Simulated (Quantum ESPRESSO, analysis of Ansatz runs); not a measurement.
# MgAl2C2 (P-3m1), nudged elastic band: Mg_i by the interstitialcy path (q = +2) (Quantum ESPRESSO), part 3 of 3

Aim: the barrier of one jump in MgAl2C2 (P-3m1) at charge +2: Mg_i by the interstitialcy path. The model is a cell of 90 host atoms with 1 Mg put in; Mg is the atom that moves.

Quantum ESPRESSO 7.5; Quantum ESPRESSO plane-wave DFT, PBEsol, GBRV 1.5 PBEsol potentials; nudged elastic band between two relaxed defect structures at fixed charge in a uniform background.

So far: Starting point; Relaxation of the start point, charge +2; Relaxation of the end point, charge +2.

**4. Nudged elastic band, charge +2**

3 movable images are laid between the ends by interpolation. Each image feels the true force across the path and a spring force along it. The highest image is set to climb to the top of the path.

This step: Quantum ESPRESSO plane-wave DFT, PBEsol, GBRV 1.5 PBEsol potentials; nudged elastic band between two relaxed defect structures at fixed charge in a uniform background.

Input file neb.in:

```
BEGIN
BEGIN_PATH_INPUT
&PATH
  restart_mode = 'from_scratch'
  string_method = 'neb'
  nstep_path = 45
  ds = 1.5
  opt_scheme = 'broyden'
  num_of_images = 5
  k_max = 0.3
  k_min = 0.2
  CI_scheme = 'auto'
  path_thr = 0.05
/
END_PATH_INPUT
BEGIN_ENGINE_INPUT
&CONTROL
  prefix = 'pwscf'
  outdir = './tmp'
  pseudo_dir = './pseudo'
  disk_io = 'low'
/
&SYSTEM
  ibrav = 0
  nat = 91
  ntyp = 3
  ecutwfc = 40
  ecutrho = 324
  nbnd = 224
  occupations = 'fixed'
  tot_charge = 2
  nosym = .true.
/
&ELECTRONS
  conv_thr = 9d-08
  electron_maxstep = 100
  mixing_beta = 0.5
/
ATOMIC_SPECIES
Mg    24.3050 mg_pbesol_v1.4.uspp.F.UPF
Al    26.9815 al_pbesol_v1.uspp.F.UPF
C     12.0110 c_pbesol_v1.2.uspp.F.UPF
CELL_PARAMETERS angstrom
  10.1245332437    0.0000000000    0.0000000000
  -5.0622666219    8.7681028566    0.0000000000
   0.0000000000    0.0000000000   11.5437997057
BEGIN_POSITIONS
FIRST_IMAGE
ATOMIC_POSITIONS crystal
Mg     0.0047688704    0.0066719814   -0.0063063044
Al     0.2223629938    0.1114788660    0.1744701540
Al     0.1111789007    0.2226159996    0.3236773858
C      0.1114273316    0.2223411161    0.1345555847
C      0.2220724770    0.1117389169    0.3637861034
Mg     0.0064715440    0.0054093469    0.5044223158
Al     0.2230155738    0.1108137624    0.6768856935
Al     0.1106599723    0.2231784565    0.8214073046
C      0.1117238767    0.2221030943    0.6357599874
C      0.2219186185    0.1119363781    0.8626775685
Mg     0.0002812570    0.3338788364   -0.0035047452
Al     0.2217436739    0.4444456838    0.1719904191
Al     0.1111796277    0.5556552970    0.3237030166
C      0.1114196633    0.5561688694    0.1345513694
C      0.2137612653    0.4404097101    0.3669133410
Mg    -0.0000187825    0.3335183920    0.4975681642
Al     0.2223552661    0.4448574508    0.6739472110
Al     0.1106667513    0.5549131276    0.8214219010
C      0.1117821393    0.5569977320    0.6357642333
C      0.2222883576    0.4448335914    0.8627069578
Mg     0.0045997424    0.6654250424   -0.0062825786
Al     0.2222391457    0.7779274403    0.1744614031
Al     0.1119584402    0.8895613757    0.3262064087
C      0.1199706498    0.8935637384    0.1314262963
C      0.2219790639    0.7773633312    0.3637906706
Mg     0.0066695359    0.6682527175    0.5044947235
Al     0.2231324285    0.7795909268    0.6768710122
Al     0.1110186559    0.8891885233    0.8244129215
C      0.1113044588    0.8893067054    0.6353922994
C      0.2219857107    0.7773738254    0.8626714206
Mg     0.3333350565    0.0002361925    0.0008054530
Al     0.5556352676    0.1113512177    0.1744759236
Al     0.4442701737    0.2219218465    0.3262274372
C      0.4403097199    0.2139301026    0.1314134893
C      0.5562199196    0.1116955099    0.3637913103
Mg     0.3335828981    0.0004596447    0.5017814018
Al     0.5544199577    0.1109010431    0.6768507194
Al     0.4446973507    0.2227924909    0.8243720760
C      0.4444925019    0.2225111120    0.6353990977
C      0.5566832006    0.1119803286    0.8626391399
Mg     0.3273511195    0.3290290367   -0.0062722963
Al     0.5460374809    0.4252549076    0.1662232314
Al     0.4251725841    0.5461458493    0.3319376700
C      0.4488888594    0.5579978480    0.1412853153
C      0.5579618554    0.4490962852    0.3564091044
Mg     0.3281912835    0.3273062258    0.5045056553
Al     0.5555882683    0.4447801632    0.6744457851
Al     0.4445098480    0.5558983703    0.8233479917
C      0.4444916878    0.5558723038    0.6342028635
C      0.5556906229    0.4449828286    0.8635532754
Mg     0.3273086003    0.6655866061   -0.0063283775
Al     0.5459382279    0.7879065894    0.1661317959
Al     0.4441578461    0.8894139947    0.3262037084
C      0.4401791197    0.8935017496    0.1314211595
C      0.5578440310    0.7759541087    0.3564056286
Mg     0.3281912141    0.6680842611    0.5045047015
Al     0.5556259335    0.7781500903    0.6744415680
Al     0.4447881286    0.8892744716    0.8243896667
C      0.4445993698    0.8893756535    0.6353823129
C      0.5557427658    0.7780272536    0.8635672665
Mg     0.6684586131    0.0066025669   -0.0062640808
Al     0.8894026437    0.1122307448    0.1719967303
Al     0.7779441164    0.2225887899    0.3236880019
C      0.7774592854    0.2223027622    0.1345472256
C      0.8933539094    0.1201264299    0.3668559858
Mg     0.6655402168    0.0054787506    0.5044481507
Al     0.8890039484    0.1113900614    0.6739030132
Al     0.7791272600    0.2231849311    0.8213610017
C      0.7770133003    0.2221303401    0.6357420786
C      0.8890413514    0.1114842533    0.8627273414
Mg     0.6682958883    0.3288751317   -0.0062992370
Al     0.8893350054    0.4443712605    0.1719714700
Al     0.7877944329    0.5462688170    0.3319283517
C      0.7758922200    0.5581004291    0.1412583840
C      0.8933285203    0.4404185213    0.3668897730
Mg     0.6657062740    0.3275385223    0.5045059456
Al     0.8890564351    0.4449307400    0.6739173704
Al     0.7778543964    0.5559078159    0.8233158202
C      0.7778720267    0.5558906513    0.6341963868
C      0.8890321047    0.4448132759    0.8627613317
Mg     0.6667462661    0.6669333770   -0.0048077882
Al     0.9086207335    0.7879771184    0.1661980011
Al     0.7876256548    0.9087226584    0.3319259229
C      0.7758086886    0.8850755319    0.1412455571
C      0.8848210692    0.7760766251    0.3564155085
Mg     0.6668849325    0.6671350822    0.5025428757
Al     0.8890043407    0.7781152815    0.6744691355
Al     0.7779029770    0.8892019442    0.8233234255
C      0.7778857927    0.8892090484    0.6342339534
C      0.8887822470    0.7779959285    0.8635717060
Mg     0.6668334111    0.6670191634    0.2487662130
INTERMEDIATE_IMAGE
ATOMIC_POSITIONS crystal
Mg     0.0051383940    0.0062786487   -0.0032240702
Al     0.2224855565    0.1113684089    0.1754310953
[... 89 atom lines left out ...]
INTERMEDIATE_IMAGE
ATOMIC_POSITIONS crystal
Mg     0.0055079177    0.0058853159   -0.0001418360
Al     0.2226081191    0.1112579519    0.1763920366
[... 89 atom lines left out ...]
INTERMEDIATE_IMAGE
ATOMIC_POSITIONS crystal
Mg     0.0058774414    0.0054919831    0.0029403981
Al     0.2227306818    0.1111474948    0.1773529779
[... 89 atom lines left out ...]
LAST_IMAGE
ATOMIC_POSITIONS crystal
Mg     0.0062469651    0.0050986503    0.0060226323
Al     0.2228532444    0.1110370378    0.1783139193
[... 39 atom lines left out ...]
Al     0.5556039114    0.4448498269    0.1763650174
Al     0.4444544443    0.5559886861    0.3252874529
C      0.4446962960    0.5561007381    0.1361871693
[... 5 atom lines left out ...]
C      0.5576579110    0.4490832088    0.8584688220
[... 1 atom line left out ...]
Al     0.5556018852    0.7782667032    0.1763643085
[... 7 atom lines left out ...]
C      0.5576566405    0.7761236952    0.8584687794
[... 13 atom lines left out ...]
C      0.7777622154    0.5561268504    0.1361888615
[... 6 atom lines left out ...]
Mg     0.6666711127    0.6670957539   -0.2491779918
Al     0.8890473854    0.7782898310    0.1763615100
[... 1 atom line left out ...]
C      0.7777573067    0.8891636885    0.1361851247
[... 5 atom lines left out ...]
C      0.8846814881    0.7760950386    0.8584580492
Mg     0.6667318661    0.6671242475    0.0047435976
END_POSITIONS
K_POINTS gamma
END_ENGINE_INPUT
END
```

The run is started by

```console
$ OMP_NUM_THREADS=1 mpirun -n 4 neb.x -ni 2 -inp neb.in > neb.out
```

The program printed:

```text
[shortened: banners, details of potentials and solvers, and blank lines are left out]
[banner, memory and clock lines left out]
     path-images division:  nimage    =       2
     initial path length           =  7.7439 bohr
     initial inter-image distance  =  1.9360 bohr
     string_method                 =    neb
     restart_mode                  =    from_scratch
     opt_scheme                    =    broyden
     num_of_images                 =    5
     nstep_path                    =    45
     CI_scheme                     =    auto
     first_last_opt                =    F
     use_freezing                  =    F
     ds                            =    1.5000 a.u.
     k_max                         =    0.3000 a.u.
     k_min                         =    0.2000 a.u.
     path_thr                      =    0.0500 eV / A
     ------------------------------ iteration   1 ------------------------------
     activation energy (->) =   6.529035 eV
     activation energy (<-) =   6.529213 eV
     image        energy (eV)        error (eV/A)        frozen
         1     -41242.7113597            0.019664            T
         2     -41239.6387467            3.115936            F
         3     -41236.1823246            4.054906            F
         4     -41239.6326309            3.117166            F
         5     -41242.7115374            0.016307            T
     climbing image =  3
     path length          =  7.744 bohr
     inter-image distance =  1.936 bohr
     ------------------------------ iteration   2 ------------------------------
     activation energy (->) =   4.195435 eV
     activation energy (<-) =   4.195613 eV
     image        energy (eV)        error (eV/A)        frozen
         1     -41242.7113597            0.019664            T
         2     -41240.2436304            2.053098            F
         3     -41238.5159245            3.365474            F
         4     -41240.2390704            2.058085            F
         5     -41242.7115374            0.016307            T
     climbing image =  3
     path length          =  7.813 bohr
[...]
------------------------------ iteration   3 ------------------------------
     activation energy (->) =   2.852268 eV
     activation energy (<-) =   2.852445 eV
     image        energy (eV)        error (eV/A)        frozen
         1     -41242.7113597            0.019664            T
         2     -41240.6339834            1.402400            F
         3     -41239.8590921            2.505646            F
         4     -41240.6311214            1.401251            F
         5     -41242.7115374            0.016307            T
     climbing image =  3
     path length          =  7.983 bohr
[...]
------------------------------ iteration   4 ------------------------------
     activation energy (->) =   2.095434 eV
     activation energy (<-) =   2.095612 eV
     image        energy (eV)        error (eV/A)        frozen
         1     -41242.7113597            0.019664            T
         2     -41240.8986772            1.173672            F
         3     -41240.6159253            0.910767            F
         4     -41240.8977987            1.179119            F
         5     -41242.7115374            0.016307            T
     climbing image =  3
     path length          =  8.233 bohr
[...]
------------------------------ iteration   5 ------------------------------
     activation energy (->) =   1.892989 eV
     activation energy (<-) =   1.893167 eV
     image        energy (eV)        error (eV/A)        frozen
         1     -41242.7113597            0.019664            T
         2     -41241.0478981            0.732867            F
         3     -41240.8183702            0.268434            F
         4     -41241.0479449            0.735063            F
         5     -41242.7115374            0.016307            T
     climbing image =  3
     path length          =  8.356 bohr
[...]
------------------------------ iteration   6 ------------------------------
     activation energy (->) =   1.807932 eV
     activation energy (<-) =   1.808109 eV
     image        energy (eV)        error (eV/A)        frozen
         1     -41242.7113597            0.019664            T
         2     -41241.1279422            0.373979            F
         3     -41240.9034281            0.223382            F
         4     -41241.1284716            0.375930            F
         5     -41242.7115374            0.016307            T
     climbing image =  3
     path length          =  8.423 bohr
[...]
------------------------------ iteration   7 ------------------------------
     activation energy (->) =   1.736431 eV
     activation energy (<-) =   1.736609 eV
     image        energy (eV)        error (eV/A)        frozen
         1     -41242.7113597            0.019664            T
         2     -41241.1858221            0.200505            F
         3     -41240.9749282            0.209542            F
         4     -41241.1867285            0.200219            F
         5     -41242.7115374            0.016307            T
     climbing image =  3
     path length          =  8.534 bohr
[...]
------------------------------ iteration   8 ------------------------------
     activation energy (->) =   1.714259 eV
     activation energy (<-) =   1.714437 eV
     image        energy (eV)        error (eV/A)        frozen
         1     -41242.7113597            0.019664            T
         2     -41241.2021699            0.165330            F
         3     -41240.9971009            0.115274            F
         4     -41241.2031017            0.166427            F
         5     -41242.7115374            0.016307            T
     climbing image =  3
     path length          =  8.557 bohr
[...]
------------------------------ iteration   9 ------------------------------
     activation energy (->) =   1.675266 eV
     activation energy (<-) =   1.675443 eV
     image        energy (eV)        error (eV/A)        frozen
         1     -41242.7113597            0.019664            T
         2     -41241.2214890            0.275368            F
         3     -41241.0360940            0.216739            F
         4     -41241.2224822            0.281806            F
         5     -41242.7115374            0.016307            T
     climbing image =  3
     path length          =  8.833 bohr
[...]
------------------------------ iteration  10 ------------------------------
     activation energy (->) =   1.668710 eV
     activation energy (<-) =   1.668888 eV
     image        energy (eV)        error (eV/A)        frozen
         1     -41242.7113597            0.019664            T
         2     -41241.2312732            0.138080            F
         3     -41241.0426498            0.054298            F
         4     -41241.2322929            0.138913            F
         5     -41242.7115374            0.016307            T
     climbing image =  3
     path length          =  8.682 bohr
[...]
------------------------------ iteration  11 ------------------------------
     activation energy (->) =   1.665587 eV
     activation energy (<-) =   1.665765 eV
     image        energy (eV)        error (eV/A)        frozen
         1     -41242.7113597            0.019664            T
         2     -41241.2322122            0.106987            F
         3     -41241.0457723            0.052015            F
         4     -41241.2332161            0.111153            F
         5     -41242.7115374            0.016307            T
     climbing image =  3
     path length          =  8.691 bohr
[...]
------------------------------ iteration  12 ------------------------------
     activation energy (->) =   1.657197 eV
     activation energy (<-) =   1.657375 eV
     image        energy (eV)        error (eV/A)        frozen
         1     -41242.7113597            0.019664            T
         2     -41241.2303934            0.033204            F
         3     -41241.0541629            0.034034            F
         4     -41241.2313963            0.037988            F
         5     -41242.7115374            0.016307            T
     climbing image =  3
     path length          =  8.747 bohr
     inter-image distance =  2.187 bohr
     neb: convergence achieved in  12 iterations
```

It took 50 min on 4 MPI ranks of Arm Neoverse V2, shared host; peak memory 3.6 GiB; 3.3 h of CPU time.

Images along the path:

```tsv
image	path (Å)	energy (eV)	Mg81: x, y, z (Å)
0	0.000	0.0000	3.374, 5.848, -0.056
1	1.264	1.4810	3.373, 5.849, -0.571
2	2.315	1.6572	3.373, 5.849, -1.110
3	3.366	1.4800	3.373, 5.849, -1.899
4	4.629	-0.0002	3.373, 5.849, -2.876
```

This step gave:

```
barrier forward  : 1.657 eV
barrier backward : 1.657 eV
end less start   : -1.78e-4 eV
hop length       : 2.817 Å
```

The band met its tolerance of 0.05 eV/Å after 12 iterations, with image 2 on top (the start counts as 0). Mg81, which moves farthest between the ends, has 6 C at 2.47 to 2.55 Å and 3 Al at 2.78 Å nearest at the start and 3 C at 2.04 Å and 1 Mg at 2.22 Å at the top. In at least one step between neighbouring images a covalent bond changes partner or an atom goes far. The images sample such a step coarsely, so the top may lie higher.

**5. Summary of results**

* barrier forward: 1.66 eV (in doubt, see below)
* barrier backward: 1.66 eV
* end less start: 0.00 eV
* hop length: 2.82 Å
* band iterations, as the log counts them: 12

The top of the band lies 1.66 eV above the start and 1.66 eV above the end. In at least one step between neighbouring images a covalent bond changes partner or an atom goes far. The images sample such a step coarsely, so the top may lie higher. At the top Mg81 stands 2.04 Å from its nearest C, 0.43 Å closer than at the start. The move is shared: Mg81 goes 2.82 Å and Mg91, whose hop length is listed, 2.82 Å. The order of the top as a saddle was not checked for all atoms, so a bent path could be lower. No image-charge correction is applied; it largely cancels along a path if the charge stays localised alike. What this leaves open: sampling at the zone centre alone can move energies of charged and open-shell states by tenths of an eV or more in cells of this size.

[Logs are printed without paths, hosts, clocks, repeated set-up lines and the standing remarks that a program may print on its own settings, such as how far it seeks lower states.]

[Hosts, paths, dates, database ids (printed as entryN), source tags and the programs' standing remarks are cut or masked in the printed files.]
